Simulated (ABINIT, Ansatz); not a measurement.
# Quasiparticle gap of InP (F-43m) in ABINIT

Aim: the G0W0 gap of InP (F-43m) on PBE, step by step.

Calculated with ABINIT 10.8.3; PBE and many-body steps on it, plane waves.

## (1) Starting point

The structure is cubic, space group F-43m (No. 216). Conventional cell: a = 5.869 Å, b = 5.869 Å, c = 5.869 Å, α = 90.00°, β = 90.00°, γ = 90.00°. In has 4 P at 2.54 Å nearest. P has 4 In at 2.54 Å nearest. Farther neighbours are not listed.

The cell and positions come from the Crystallography Open Database and are kept as given unless a step says otherwise.

## (2) Ground state

This step: ABINIT 10.8.3; DFT, PBE, plane waves, norm-conserving pseudopotentials.

The ground-state density comes first.

run.abi

```
acell 3*1.0 Angstrom
rprim 
  -0.000000000000 2.934350000000 2.934350000000
  2.934350000000 -0.000000000000 2.934350000000
  2.934350000000 2.934350000000 -0.000000000000
ntypat 2
znucl 49 15
natom 2
typat 1 2
xred 
  0.000000000000 0.000000000000 0.000000000000
  0.250000000000 0.250000000000 0.250000000000
pp_dirpath "pseudos"
pseudos "In.upf, P.upf"
ecut 33
ngkpt 6 6 6
nshiftk 1
shiftk 0 0 0
kptopt 1
chksymbreak 0
nband 18
occopt 1
tolvrs 1e-10
nstep 60
prtwf 0
optforces 0
optstress 0
indata_prefix "in"
outdata_prefix "out"
tmpdata_prefix "tmp"
```

The run is started by

```bash
OMP_NUM_THREADS=1 mpirun -n 8 abinit run.abi > log
```

Numbers of over 12 decimals in the logs are rounded to 6 here.

The program printed:

```text
.Version 10.8.3 of ABINIT. v10.8.2 released Aug 2026.

 Symmetries : space group F-4 3 m (#216); Bravais cF (face-center cubic)
================================================================================
 Values of the parameters that define the memory need of the present run
     intxc =       0    ionmov =       0      iscf =       7    lmnmax =       6
     lnmax =       6     mgfft =      45  mpssoang =       3    mqgrid =    3001
     natom =       2  nloc_mem =       1    nspden =       1   nspinor =       1
    nsppol =       1      nsym =      24    n1xccc =    2501    ntypat =       2
    occopt =       1   xclevel =       2
-    mband =          18        mffmem =           1         mkmem =           2
       mpw =        3104          nfft =       91125          nkpt =          16
================================================================================
  Rough estimation (10% accuracy) of disk space for files :
================================================================================

--------------------------------------------------------------------------------
------------- Echo of variables that govern the present computation ------------
--------------------------------------------------------------------------------
 -outvars: echo values of preprocessed input variables --------
            acell      1.8897261259E+00  1.8897261259E+00  1.8897261259E+00 Bohr

      chksymbreak           0
             ecut      3.30000000E+01 Hartree
-          fftalg         312

              ixc     -101130
              kpt      0.00000000E+00  0.00000000E+00  0.00000000E+00
                       1.66666667E-01  0.00000000E+00  0.00000000E+00
                       3.33333333E-01  0.00000000E+00  0.00000000E+00
                       5.00000000E-01  0.00000000E+00  0.00000000E+00
                       1.66666667E-01  1.66666667E-01  0.00000000E+00
                       3.33333333E-01  1.66666667E-01  0.00000000E+00
                       5.00000000E-01  1.66666667E-01  0.00000000E+00
                      -3.33333333E-01  1.66666667E-01  0.00000000E+00
                      -1.66666667E-01  1.66666667E-01  0.00000000E+00
   [... 5 further rows ...]
                      -3.33333333E-01  3.33333333E-01  1.66666667E-01
                      -3.33333333E-01  5.00000000E-01  1.66666667E-01
         kptrlatt        6    0    0      0    6    0      0    0    6
          kptrlen      4.70518853E+01
P           mkmem           2
            natom           2
            nband          18
            ngfft          45      45      45
             nkpt          16
            nstep          60
             nsym          24
           ntypat           2
              occ      2.000000  2.000000  2.000000  2.000000  2.000000  2.000000
                       2.000000  2.000000  2.000000  2.000000  2.000000  2.000000
                       2.000000  0.000000  0.000000  0.000000  0.000000  0.000000
        optforces           0
        optstress           0
            prtwf           0
            rprim     -0.0000000000E+00  2.9343500000E+00  2.9343500000E+00
[...]
spgroup         216

           tolvrs      1.00000000E-10

             xred      0.0000000000E+00  0.0000000000E+00  0.0000000000E+00
[...]
znucl       49.00000   15.00000

================================================================================

 chkinp: Checking input parameters for consistency.

================================================================================
== DATASET  1 ==================================================================
-   mpi_nproc: 8, omp_nthreads: 1 (-1 if OMP is not activated)

--- !DatasetInfo
iteration_state: {dtset: 1, }
dimensions: {natom: 2, nkpt: 16, mband: 18, nsppol: 1, nspinor: 1, nspden: 1, mpw: 3104, }
cutoff_energies: {ecut:  33.0, pawecutdg:  -1.0, }
electrons: {nelect:   2.60000000E+01, charge:   0.00000000E+00, occopt:   1.00000000E+00, tsmear:   1.00000000E-02, }

 Real(R)+Recip(G) space primitive vectors, cartesian coordinates (Bohr,Bohr^-1):
 R(1)=  0.0000000  5.5451179  5.5451179  G(1)= -0.0901694  0.0901694  0.0901694
 R(2)=  5.5451179  0.0000000  5.5451179  G(2)=  0.0901694 -0.0901694  0.0901694
 R(3)=  5.5451179  5.5451179  0.0000000  G(3)=  0.0901694  0.0901694 -0.0901694
 Unit cell volume ucvol=  3.4100625E+02 bohr^3
 Angles (23,13,12)=  6.00000000E+01  6.00000000E+01  6.00000000E+01 degrees

 getcut: wavevector=  0.0000  0.0000  0.0000  ngfft=  45  45  45
         ecut(hartree)=     33.000   => boxcut(ratio)=   2.16973

--- Pseudopotential description ------------------------------------------------
- In Generated using ONCVPSP code by D. R. Hamann
- 49.00000  21.00000  171031                  znucl, zion, pspdat
12 -101130 2 -1 1964                          pspcod,pspxc,lmax,lloc,mmax
     nproj     2     2     2
  pspatm : epsatm=   33.77322108
         --- l  ekb(1:nproj) -->
[...]
pspatm: atomic psp has been read  and splines computed

- P Generated using ONCVPSP code by D. R. Hamann
- 15.00000   5.00000  171031                  znucl, zion, pspdat
12 -101130 2 -1 1298                          pspcod,pspxc,lmax,lloc,mmax
     nproj     2     2     2
  pspatm : epsatm=    8.05910421
         --- l  ekb(1:nproj) -->
[...]
2   -3.154982   -0.827415
 pspatm: atomic psp has been read  and splines computed

   1.08764046E+03                                ecore*ucvol(ha*bohr**3)
--------------------------------------------------------------------------------

_setup2: Arith. and geom. avg. npw (full set) are    3085.792    3085.771

================================================================================

--- !BeginCycle
iteration_state: {dtset: 1, }
solver: {iscf: 7, nstep: 60, nline: 4, wfoptalg: 0, }
tolerances: {tolvrs: 1.00E-10, }

     iter   Etot(hartree)      deltaE(h)  residm     vres2
 ETOT  1  -206.02448098893    -2.060E+02 2.006E-01 1.798E+02
 ETOT  2  -206.37957298910    -3.551E-01 7.285E-03 1.860E+01
 ETOT  3  -206.38183846316    -2.265E-03 1.870E-02 7.032E-01
 ETOT  4  -206.38187289972    -3.444E-05 1.332E-03 1.543E-01
 ETOT  5  -206.38188994096    -1.704E-05 5.514E-04 9.235E-03
 ETOT  6  -206.38189219044    -2.249E-06 2.339E-05 2.217E-03
 ETOT  7  -206.38189251365    -3.232E-07 1.575E-05 4.211E-06
 ETOT  8  -206.38189251432    -6.701E-10 7.250E-07 7.024E-08
 ETOT  9  -206.38189251433    -1.219E-11 5.387E-07 2.608E-09
 ETOT 10  -206.38189251434    -3.297E-12 6.526E-08 2.217E-10
 ETOT 11  -206.38189251434    -2.927E-12 1.863E-08 1.083E-11

 At SCF step   11       vres2   =  1.08E-11 < tolvrs=  1.00E-10 =>converged.

--- !ResultsGS
iteration_state: {dtset: 1, }
comment   : Summary of ground state results
lattice_vectors:
- [ -0.0000000,   5.5451179,   5.5451179, ]
- [  5.5451179,  -0.0000000,   5.5451179, ]
- [  5.5451179,   5.5451179,  -0.0000000, ]
lattice_lengths: [   7.84198,    7.84198,    7.84198, ]
lattice_angles: [ 60.000,  60.000,  60.000, ] # degrees, (23, 13, 12)
lattice_volume:   3.4100625E+02
convergence: {deltae: -2.927E-12, res2:  1.083E-11, residm:  1.863E-08, diffor:  0.000E+00, }
etotal    :  -2.06381893E+02
entropy   :   0.00000000E+00
fermie    :   1.80897190E-01
cartesian_stress_tensor: null
pressure_GPa: null
xred      :
- [  0.0000E+00,   0.0000E+00,   0.0000E+00, In]
- [  2.5000E-01,   2.5000E-01,   2.5000E-01,  P]
cartesian_forces: null
force_length_stats: {min: null, max: null, mean: null, }

 Integrated electronic density in atomic spheres:
 ------------------------------------------------
 Atom  Sphere_radius  Integrated_density
    1        2.00000         17.83551814
    2        2.00000          2.76432611
================================================================================

 ----iterations are completed or convergence reached----

 Mean square residual over all n,k,spin=   11.300E-11; max=  18.633E-09
 reduced coordinates (array xred) for    2 atoms
       0.000000000000      0.000000000000      0.000000000000
       0.250000000000      0.250000000000      0.250000000000
 rms dE/dt=  0.0000E+00; max dE/dt=  0.0000E+00; dE/dt below (all hartree)
    1       0.000000000000      0.000000000000      0.000000000000
    2       0.000000000000      0.000000000000      0.000000000000

 cartesian coordinates (angstrom) at end:
    1      0.000000     0.000000     0.000000
    2      1.467175     1.467175     1.467175
 length scales=  1.889726125908  1.889726125908  1.889726125908 bohr
              =  1.000000000000  1.000000000000  1.000000000000 angstroms
 prteigrs : about to open file out_EIG
 Fermi (or HOMO) energy (hartree) =   0.18090   Average Vxc (hartree)=  -0.34739
 Eigenvalues (hartree) for nkpt=  16  k points:
 kpt#   1, nband= 18, wtk=  0.00463, kpt=  0.0000  0.0000  0.0000 (reduced coord)
  -4.04732   -2.52125   -2.52125   -2.52125   -0.34094   -0.34094   -0.34094   -0.33551
  -0.33551   -0.24140    0.18090    0.18090    0.18090    0.20616    0.33111    0.33111
   0.33111    0.49603
 prteigrs : prtvol=0 or 1, do not print more k-points.

--- !EnergyTerms
iteration_state     : {dtset: 1, }
comment             : Components of total free energy in Hartree
kinetic             :  7.02097974032081E+01
hartree             :  7.45662089227503E+01
xc                  : -3.01399069980933E+01
Ewald energy        : -1.03918092430690E+02
psp_core            :  3.18950299759936E+00
local_psp           : -2.04467737547230E+02
non_local_psp       : -1.58216648618852E+01
total_energy        : -2.06381892514341E+02
total_energy_eV     : -5.61593739138427E+03
band_energy         : -2.65096349818950E+01

== END DATASET(S) ==============================================================
================================================================================

 -outvars: echo values of variables after computation  --------
           etotal     -2.0638189251E+02
            nband          18
             nkpt          16
          spgroup         216
 [... the other variables as echoed above ...]

 Calculation completed.
```

Wall time 11 s (8 MPI ranks of Intel Xeon Platinum 8259CL at 2.50GHz (Skylake/Cascade Lake), shared host); peak memory 0.67 GiB; 83 s of CPU time.

This step gave:

| Property | Result |
| --- | --- |
| total energy | -5615.9374 eV |
| gap | 0.6874 eV |
| k of the valence top | 0, 0, 0 |
| k of the conduction bottom | 0, 0, 0 |
| least direct gap | 0.6874 eV |

The gap is direct, at Γ.

(Continued in part 2 of 3.)

[Paths, hosts, dates, memory and timing lines, banners, echoed tables and standing remarks are left out of the program output.]

[Logs are printed without paths, hosts, clocks, repeated set-up lines and the standing remarks that a program may print on its own settings, such as how far it seeks lower states.]

[Runs of the session that timed out or met a known fault of the program may be left out.]

[Hosts, paths, dates, database ids (printed as entryN), source tags and the programs' standing remarks are cut or masked in the printed files.]

[G0W0 gaps are taken among the corrected bands and points alone; a level outside them can change the order at an edge.]

[Where Ansatz stands beside ABINIT at settings called matched, ABINIT's density can come from a denser mesh and the files from another edition; pairs whose starting gaps differed by over 0.03 eV were left out, so agreement reads better than it is.]
